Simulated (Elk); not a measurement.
An input for Elk 11.2.3 (patched build) (CdS (Hawleyite)):

```
tasks
  0

xctype
  20

rgkmax
  8.5

gmaxvr
  18.0

lmaxapw
  10

lmaxo
  8

nxlo
  2

lorbcnd
  .true.

autolinengy
  .true.

tshift
  .false.

ngridk
  4 4 4

swidth
  0.0005

maxscl
  80

vkloff
  0.05 0.15 0.25

nempty
  10

sppath
  './'

avec
  -0.0000000000 5.5113862425 5.5113862425
  5.5113862425 -0.0000000000 5.5113862425
  5.5113862425 5.5113862425 -0.0000000000

atoms
  2
  'Cd.in'
  1
  0.0000000000 0.0000000000 0.0000000000
  'S.in'
  1
  0.2500000000 0.2500000000 0.2500000000
```

```sh
OMP_NUM_THREADS=8 elk > log
```

Question: Estimate wall time and host memory on 8 threads of Arm Neoverse V2, shared host.

It took 24 s; on shared hardware allow 12 s to 48 s. Peak host memory was 0.25 GiB.

[Paths, hosts, dates, memory and timing lines, banners, echoed tables and standing remarks are left out of the program output.]

[Logs are printed without paths, hosts, clocks, repeated set-up lines and the standing remarks that a program may print on its own settings, such as how far it seeks lower states.]

[Runs of the session that timed out or met a known fault of the program may be left out.]

[Hosts, paths, dates, database ids (printed as entryN), source tags and the programs' standing remarks are cut or masked in the printed files.]
